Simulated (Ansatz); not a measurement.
# Preparing Na3BrO (Pm-3m) as a host crystal, part 2 of 2

Aim: the runs on the perfect crystal Na3BrO (Pm-3m) that a defect calculation needs first.

Ansatz 0.2.0; plane-wave PAW DFT, PBEsol; single point of the host's primitive cell on a dense mesh (the session's first sound run).

So far: The structure; Primitive cell on a dense mesh; Self-consistent run; Defect free supercell relaxed from its symmetric sites.

## 5. Defect free supercell relaxed from displaced atoms

This step: plane-wave PAW DFT, PBEsol; relaxation of the defect-free supercell from random displacements, a test of the host's stability (Ansatz 0.2.0).

Contents of pristine.rattled/input.yaml:

```yaml
crystal:
  lattice:
    - [9.0840659887, 4.5420329943, 0.0]
    - [-9.0840659887, 9.0840659887, 0.0]
    - [0.0, 0.0, 9.0840659887]
  atoms:
    - { symbol: Na, position: [0.1666666667, 0.1666666666, 0.25] }
    - { symbol: Na, position: [0.5, 0.0, 0.25] }
    - { symbol: Na, position: [0.8333333333, 0.3333333334, 0.25] }
    - { symbol: Na, position: [0.1666666667, 0.4166666666, 0.25] }
    - { symbol: Na, position: [0.5, 0.25, 0.25] }
    - { symbol: Na, position: [0.8333333333, 0.0833333334, 0.25] }
    - { symbol: Na, position: [0.0, 0.25, 0.0] }
    - { symbol: Na, position: [0.3333333333, 0.0833333334, 0.0] }
    - { symbol: Na, position: [0.6666666667, 0.4166666666, 0.0] }
    - { symbol: Br, position: [0.0, 0.0, 0.0] }
    - { symbol: Br, position: [0.3333333333, 0.3333333334, 0.0] }
    - { symbol: Br, position: [0.6666666667, 0.1666666666, 0.0] }
    - { symbol: O, position: [0.0, 0.25, 0.25] }
    - { symbol: O, position: [0.3333333333, 0.0833333334, 0.25] }
    - { symbol: O, position: [0.6666666667, 0.4166666666, 0.25] }
    - { symbol: Na, position: [0.1666666667, 0.1666666666, 0.75] }
    - { symbol: Na, position: [0.5, 0.0, 0.75] }
    - { symbol: Na, position: [0.8333333333, 0.3333333334, 0.75] }
    - { symbol: Na, position: [0.1666666667, 0.4166666666, 0.75] }
    - { symbol: Na, position: [0.5, 0.25, 0.75] }
    - { symbol: Na, position: [0.8333333333, 0.0833333334, 0.75] }
    - { symbol: Na, position: [0.0, 0.25, 0.5] }
    - { symbol: Na, position: [0.3333333333, 0.0833333334, 0.5] }
    - { symbol: Na, position: [0.6666666667, 0.4166666666, 0.5] }
    - { symbol: Br, position: [0.0, 0.0, 0.5] }
    - { symbol: Br, position: [0.3333333333, 0.3333333334, 0.5] }
    - { symbol: Br, position: [0.6666666667, 0.1666666666, 0.5] }
    - { symbol: O, position: [0.0, 0.25, 0.75] }
    - { symbol: O, position: [0.3333333333, 0.0833333334, 0.75] }
    - { symbol: O, position: [0.6666666667, 0.4166666666, 0.75] }
    - { symbol: Na, position: [0.1666666667, 0.6666666666, 0.25] }
    - { symbol: Na, position: [0.5, 0.5, 0.25] }
    - { symbol: Na, position: [0.8333333333, 0.8333333333, 0.25] }
    - { symbol: Na, position: [0.1666666667, 0.9166666666, 0.25] }
    - { symbol: Na, position: [0.5, 0.75, 0.25] }
    - { symbol: Na, position: [0.8333333333, 0.5833333334, 0.25] }
    - { symbol: Na, position: [0.0, 0.75, 0.0] }
    - { symbol: Na, position: [0.3333333333, 0.5833333334, 0.0] }
    - { symbol: Na, position: [0.6666666667, 0.9166666666, 0.0] }
    - { symbol: Br, position: [0.0, 0.5, 0.0] }
    - { symbol: Br, position: [0.3333333333, 0.8333333333, 0.0] }
    - { symbol: Br, position: [0.6666666667, 0.6666666666, 0.0] }
    - { symbol: O, position: [0.0, 0.75, 0.25] }
    - { symbol: O, position: [0.3333333333, 0.5833333334, 0.25] }
    - { symbol: O, position: [0.6666666667, 0.9166666666, 0.25] }
    - { symbol: Na, position: [0.1666666667, 0.6666666666, 0.75] }
    - { symbol: Na, position: [0.5, 0.5, 0.75] }
    - { symbol: Na, position: [0.8333333333, 0.8333333333, 0.75] }
    - { symbol: Na, position: [0.1666666667, 0.9166666666, 0.75] }
    - { symbol: Na, position: [0.5, 0.75, 0.75] }
    - { symbol: Na, position: [0.8333333333, 0.5833333334, 0.75] }
    - { symbol: Na, position: [0.0, 0.75, 0.5] }
    - { symbol: Na, position: [0.3333333333, 0.5833333334, 0.5] }
    - { symbol: Na, position: [0.6666666667, 0.9166666666, 0.5] }
    - { symbol: Br, position: [0.0, 0.5, 0.5] }
    - { symbol: Br, position: [0.3333333333, 0.8333333333, 0.5] }
    - { symbol: Br, position: [0.6666666667, 0.6666666666, 0.5] }
    - { symbol: O, position: [0.0, 0.75, 0.75] }
    - { symbol: O, position: [0.3333333333, 0.5833333334, 0.75] }
    - { symbol: O, position: [0.6666666667, 0.9166666666, 0.75] }
basis:
  ecutwfc: 420
  xc_grid: 2
hamiltonian:
  xc: pbesol
kpoints:
  mp_grid: { grid: [1, 1, 1], shift: [0.25, 0.25, 0.25] }
scf:
  occupations: { method: fermi_dirac, width: 0.01 }
  max_iter: 80
output:
  forces: true
relax:
  f_tol: 0.01
  max_steps: 120
  random_displacement: { amplitude: 0.08, seed: 5802 }
checkpoint:
  write: "../pristine.rattled.run"
  compress: false
  write_wavefunctions: false
  write_every: 100000
```

Command:

```console
$ ansatz run input.yaml --threads 4 --pin off --max-ram 14131MiB --backend cpu --events-out ev --progress --plain --runs-dir out
```

Numbers of over 12 decimals in the logs are rounded to 6 here.

The program printed:

```text
[...]
Crystal: 60 atoms, lattice volume = 1124.429 Å³
Basis set: ecut = 420 eV, 22007 PW (Γ), exchange–correlation on 144×180×128 points (8 copies of the dense FFT grid, shifted against one another)
Bands: 300, of which v1, the nominal top of the filled ones, is band 240 counted from 1 (239 counted from 0)
Symmetry: 1 space group operations
k-points: 1
[...]
SCF iter   1: F=—  HF=-92751.098967 eV  |F-HF|=—  |Δ(HF+E_count)|=         —  Δρ=6.31e-3  dr2=3.46e-1  ethr=1.77e-3  ⟨swp⟩=7.0  Hψ=1241  notcnv=0  defer=6
[...]
SCF iter   7: F=-92750.976295 eV  HF=-92750.976295 eV  |F-HF|=4.40e-7  |Δ(HF+E_count)|=   3.30e-6  Δρ=1.50e-5  dr2=1.86e-6  ethr=5.21e-10  ⟨swp⟩=4.0  Hψ=853  notcnv=0
SCF 1 converged in 7 iterations: F = -92750.976295 eV  dr2 = 1.86e-6
[...]
relax step   1: F+E_penalty+E_count = -92750.97629496 eV  Δ(F+E_penalty+E_count) = +0.000e0 eV  max|allowed force component| = 8.165e-1 eV/Å  Δτ_max = 0.0000 Å  (7 SCF iters, dr2 threshold 2.50e-6 eV, accepted)
[... the SCF cycles and remarks between the steps are left out from here to the last step ...]
relax step   2: F+E_penalty+E_count = -92751.42522788 eV  Δ(F+E_penalty+E_count) = -4.489e-1 eV  max|allowed force component| = 4.389e-1 eV/Å  Δτ_max = 0.0883 Å  (7 SCF iters, dr2 threshold 4.17e-5 eV, accepted)
relax step   3: F+E_penalty+E_count = -92751.60498323 eV  Δ(F+E_penalty+E_count) = -1.798e-1 eV  max|allowed force component| = 9.089e-3 eV/Å  Δτ_max = 0.0764 Å  (7 SCF iters, dr2 threshold 1.20e-5 eV, accepted)
relax step   4: F+E_penalty+E_count = -92751.60498363 eV  Δ(F+E_penalty+E_count) = -4.004e-7 eV  max|allowed force component| = 9.141e-3 eV/Å  Δτ_max = 0.0000 Å  (4 SCF iters, accepted)
SCF iter   1: F=—  HF=-92751.608138 eV  |F-HF|=—  |Δ(HF+E_count)|=         —  Δρ=4.02e-4  dr2=1.19e-3  ethr=2.47e-6  ⟨swp⟩=3.0  Hψ=444  notcnv=0  defer=56
[...]
SCF iter   7: F=-92751.605623 eV  HF=-92751.605623 eV  |F-HF|=2.90e-9  |Δ(HF+E_count)|=   3.83e-8  Δρ=6.70e-7  dr2=3.58e-9  ethr=2.08e-11  ⟨swp⟩=2.0  Hψ=828  notcnv=0
SCF 5 converged in 7 iterations: F = -92751.605623 eV  dr2 = 3.58e-9
relax step   5: F+E_penalty+E_count = -92751.60562312 eV  Δ(F+E_penalty+E_count) = -6.395e-4 eV  max|allowed force component| = 5.584e-3 eV/Å  Δτ_max = 0.0075 Å  (7 SCF iters, accepted)
SCF converged after 7 iterations
Free energy (F): -92751.605623 eV
[...]
Internal energy: -92751.605623 eV  (E = F + TS)
E sigma→0 (E₀):  -92751.605623 eV
Fermi energy:    4.889414 eV
[...]
--- Forces (eV/Å), atoms counted from 1 ---
  atom   1  Na    -0.00252424     0.00444592    -0.00315003
  atom   2  Na     0.00259009    -0.00318795     0.00276206
  atom   3  Na     0.00258767    -0.00108620     0.00221531
  atom   4  Na    -0.00523915     0.00142993     0.00260767
  atom   5  Na     0.00264980    -0.00029930     0.00303365
  atom   6  Na     0.00306589    -0.00172624     0.00103306
  atom   7  Na    -0.00170544     0.00249696     0.00148474
  atom   8  Na     0.00352884     0.00219397     0.00287701
  atom   9  Na     0.00278236    -0.00014917     0.00235916
  atom  10  Br     0.00126940    -0.00027834    -0.00022643
  atom  11  Br    -0.00022890    -0.00130086     0.00042650
  atom  12  Br    -0.00024243    -0.00037280    -0.00054339
  atom  13  O      0.00123592     0.00108438     0.00144710
  atom  14  O      0.00085401    -0.00088980    -0.00170699
  atom  15  O     -0.00558384    -0.00219989    -0.00263164
  atom  16  Na     0.00108173     0.00469733     0.00355065
  atom  17  Na     0.00083585    -0.00183062    -0.00118250
  atom  18  Na     0.00074508     0.00210490    -0.00155900
  atom  19  Na    -0.00288712     0.00027805    -0.00320146
  atom  20  Na     0.00361224    -0.00172545    -0.00187751
  atom  21  Na     0.00081646     0.00255474     0.00150076
  atom  22  Na     0.00129394    -0.00299446    -0.00143107
  atom  23  Na    -0.00331588    -0.00501294     0.00059774
  atom  24  Na    -0.00184028     0.00385648     0.00126116
  atom  25  Br     0.00037010     0.00019713    -0.00057337
  atom  26  Br     0.00030958     0.00036604     0.00063825
  atom  27  Br     0.00029835     0.00024866    -0.00076737
  atom  28  O      0.00076611    -0.00179017    -0.00195879
  atom  29  O     -0.00328021     0.00189198    -0.00383245
  atom  30  O     -0.00114763     0.00393015    -0.00259386
  atom  31  Na     0.00078002     0.00425802     0.00186158
  atom  32  Na     0.00134990    -0.00222784    -0.00489317
  atom  33  Na    -0.00220854    -0.00207415     0.00123829
  atom  34  Na    -0.00496983     0.00163097    -0.00139068
  atom  35  Na     0.00322634    -0.00018014    -0.00093367
  atom  36  Na     0.00242779     0.00116263     0.00036437
  atom  37  Na     0.00004229    -0.00195381     0.00232206
  atom  38  Na    -0.00255156    -0.00070428     0.00206140
  atom  39  Na    -0.00087560     0.00032193    -0.00173241
  atom  40  Br     0.00034506    -0.00059064    -0.00030701
[...]
atom  49  Na    -0.00091247    -0.00203704     0.00271482
  atom  50  Na     0.00224115     0.00156755    -0.00031139
  atom  51  Na    -0.00009698    -0.00279297     0.00178061
  atom  52  Na    -0.00067466     0.00123627    -0.00214418
  atom  53  Na     0.00370643     0.00125205     0.00142183
  atom  54  Na     0.00024368     0.00010776     0.00219432
  atom  55  Br     0.00030680     0.00014482     0.00012671
  atom  56  Br     0.00010662     0.00092014     0.00030548
  atom  57  Br    -0.00088248     0.00039025     0.00032729
  atom  58  O     -0.00107402     0.00268866    -0.00238660
  atom  59  O      0.00077957    -0.00243964    -0.00229209
  atom  60  O     -0.00209944    -0.00359232    -0.00088056
  max |Σ_I F_I| component: 1.61e-4 eV/Å
--- Relaxed structure (5 steps of the walk, 5 accepted, 0 SCFs on fresh bases) ---
  F+E_penalty+E_count = -92751.60562312 eV   max|allowed force component| = 5.584e-3 eV/Å
  atoms:
    - { symbol: Na, position: [0.165865, 0.166024, 0.250528] }
    - { symbol: Na, position: [0.500234, 0.000620, 0.248469] }
    - { symbol: Na, position: [0.833493, 0.333820, 0.248405] }
    - { symbol: Na, position: [0.167245, 0.416369, 0.248711] }
    - { symbol: Na, position: [0.499499, 0.250401, 0.248500] }
    - { symbol: Na, position: [0.832877, 0.083726, 0.249598] }
    - { symbol: Na, position: [0.000120, 0.249428, -0.000640] }
    - { symbol: Na, position: [0.331900, 0.083292, -0.000659] }
    - { symbol: Na, position: [0.666088, 0.417464, -0.000607] }
    - { symbol: Br, position: [-0.000205, 0.000111, -0.000610] }
    - { symbol: Br, position: [0.333265, 0.333484, -0.000619] }
    - { symbol: Br, position: [0.666495, 0.166867, -0.000555] }
    - { symbol: O, position: [-0.000141, 0.250096, 0.249350] }
    - { symbol: O, position: [0.333205, 0.083465, 0.249405] }
    - { symbol: O, position: [0.666629, 0.416875, 0.249440] }
    - { symbol: Na, position: [0.165985, 0.166273, 0.748237] }
    - { symbol: Na, position: [0.500125, 0.000428, 0.750164] }
    - { symbol: Na, position: [0.833038, 0.333341, 0.750388] }
    - { symbol: Na, position: [0.166858, 0.416628, 0.750153] }
    - { symbol: Na, position: [0.499380, 0.250364, 0.750221] }
    - { symbol: Na, position: [0.833077, 0.083476, 0.748968] }
    - { symbol: Na, position: [-0.000332, 0.250976, 0.499417] }
    - { symbol: Na, position: [0.334631, 0.083819, 0.499390] }
    - { symbol: Na, position: [0.666812, 0.415911, 0.499419] }
    - { symbol: Br, position: [-0.000130, 0.000115, 0.499454] }
    - { symbol: Br, position: [0.333163, 0.333423, 0.499374] }
    - { symbol: Br, position: [0.666502, 0.166866, 0.499460] }
    - { symbol: O, position: [-0.000158, 0.250117, 0.749441] }
    - { symbol: O, position: [0.333174, 0.083417, 0.749439] }
    - { symbol: O, position: [0.666464, 0.416754, 0.749479] }
    - { symbol: Na, position: [0.165884, 0.666063, 0.248538] }
    - { symbol: Na, position: [0.500310, 0.500590, 0.250837] }
    - { symbol: Na, position: [0.833543, 0.833810, 0.249692] }
    - { symbol: Na, position: [0.167221, 0.916377, 0.250059] }
    - { symbol: Na, position: [0.499500, 0.750404, 0.249652] }
    - { symbol: Na, position: [0.832922, 0.583652, 0.249499] }
    - { symbol: Na, position: [-0.000249, 0.750561, -0.000639] }
    - { symbol: Na, position: [0.334332, 0.583404, -0.000564] }
    - { symbol: Na, position: [0.666938, 0.916607, -0.000594] }
    - { symbol: Br, position: [-5.064094987483614e-5, 0.500139, -0.000555] }
    - { symbol: Br, position: [0.333229, 0.833371, -0.000662] }
    - { symbol: Br, position: [0.666613, 0.666844, -0.000597] }
    - { symbol: O, position: [-0.000119, 0.750135, 0.249412] }
    - { symbol: O, position: [0.333307, 0.583451, 0.249441] }
    - { symbol: O, position: [0.666540, 0.916916, 0.249364] }
    - { symbol: Na, position: [0.166431, 0.666602, 0.750509] }
    - { symbol: Na, position: [0.500215, 0.500488, 0.748251] }
    - { symbol: Na, position: [0.833216, 0.833487, 0.748994] }
    - { symbol: Na, position: [0.166800, 0.916643, 0.748634] }
    - { symbol: Na, position: [0.499648, 0.750307, 0.749240] }
    - { symbol: Na, position: [0.833294, 0.583425, 0.749160] }
    - { symbol: Na, position: [4.243325384034602e-5, 0.749714, 0.499455] }
    - { symbol: Na, position: [0.332073, 0.583573, 0.499439] }
    - { symbol: Na, position: [0.666190, 0.916913, 0.499314] }
    - { symbol: Br, position: [-0.000147, 0.500080, 0.499419] }
    - { symbol: Br, position: [0.333179, 0.833422, 0.499377] }
    - { symbol: Br, position: [0.666573, 0.666815, 0.499408] }
    - { symbol: O, position: [-0.000117, 0.750065, 0.749434] }
    - { symbol: O, position: [0.333275, 0.583509, 0.749489] }
    - { symbol: O, position: [0.666597, 0.916866, 0.749377] }
```

It took 74 s on 4 threads of Arm Neoverse V1, shared host; peak memory 1.9 GiB; 4.7 min of CPU time.

Relaxation path:

```csv
step,energy less that of the first step (eV),largest force component (eV/Å)
1,0.0000,0.8165
2,-0.4489,0.4389
3,-0.6287,0.0091
4,-0.6287,0.0091
5,-0.6293,0.0056
```

The atoms that moved most (Å, from the sites as typed, ahead of the random displacement, the mean shift of all atoms taken out):

```csv
atom,dx,dy,dz,length
Na1,0.001,-0.010,0.010,0.014
Na32,0.000,0.006,0.013,0.014
Na23,0.010,0.010,0.000,0.014
Na16,0.000,-0.007,-0.011,0.013
Na8,-0.010,-0.008,-0.001,0.013
Na24,0.011,-0.007,0.000,0.013
Na31,0.001,-0.010,-0.008,0.012
Na4,0.010,-0.001,-0.006,0.012
```

The relaxation ends 10 meV an atom lower than the displaced start, with a largest force component of 0.0056 eV/Å.

## 6. Summary of results

| Quantity | Value |
| --- | --- |
| supercell relaxed in its symmetry less the displaced and relaxed one | -0.001 eV |
| energy an atom at one point at (¼, ¼, ¼) less that on the dense mesh | 0.000 eV |

What this shows: Step 5: The energy fell by 0.629 eV from the randomly displaced start; against the sites as typed, Na1 ends farthest off, by 0.01 Å, once the mean shift is taken out. The displaced cell ends within 0.01 eV of the symmetric one relaxed in its symmetry, so no lower structure shows in this supercell. All at zero temperature.

[Logs are printed without paths, hosts, clocks, repeated set-up lines and the standing remarks that a program may print on its own settings, such as how far it seeks lower states.]

[Hosts, paths, dates, database ids (printed as entryN), source tags and the programs' standing remarks are cut or masked in the printed files.]

[Runs of the host that timed out are not shown.]

[For some hosts the program warned that the k-mesh of the response run may be too coarse for force constants and the static dielectric constant; such warnings are not always shown.]

[The program warned that the k-mesh of a response run behind this text may be too coarse: force constants, and the static dielectric constant and all else formed from them, are not shown converged.]
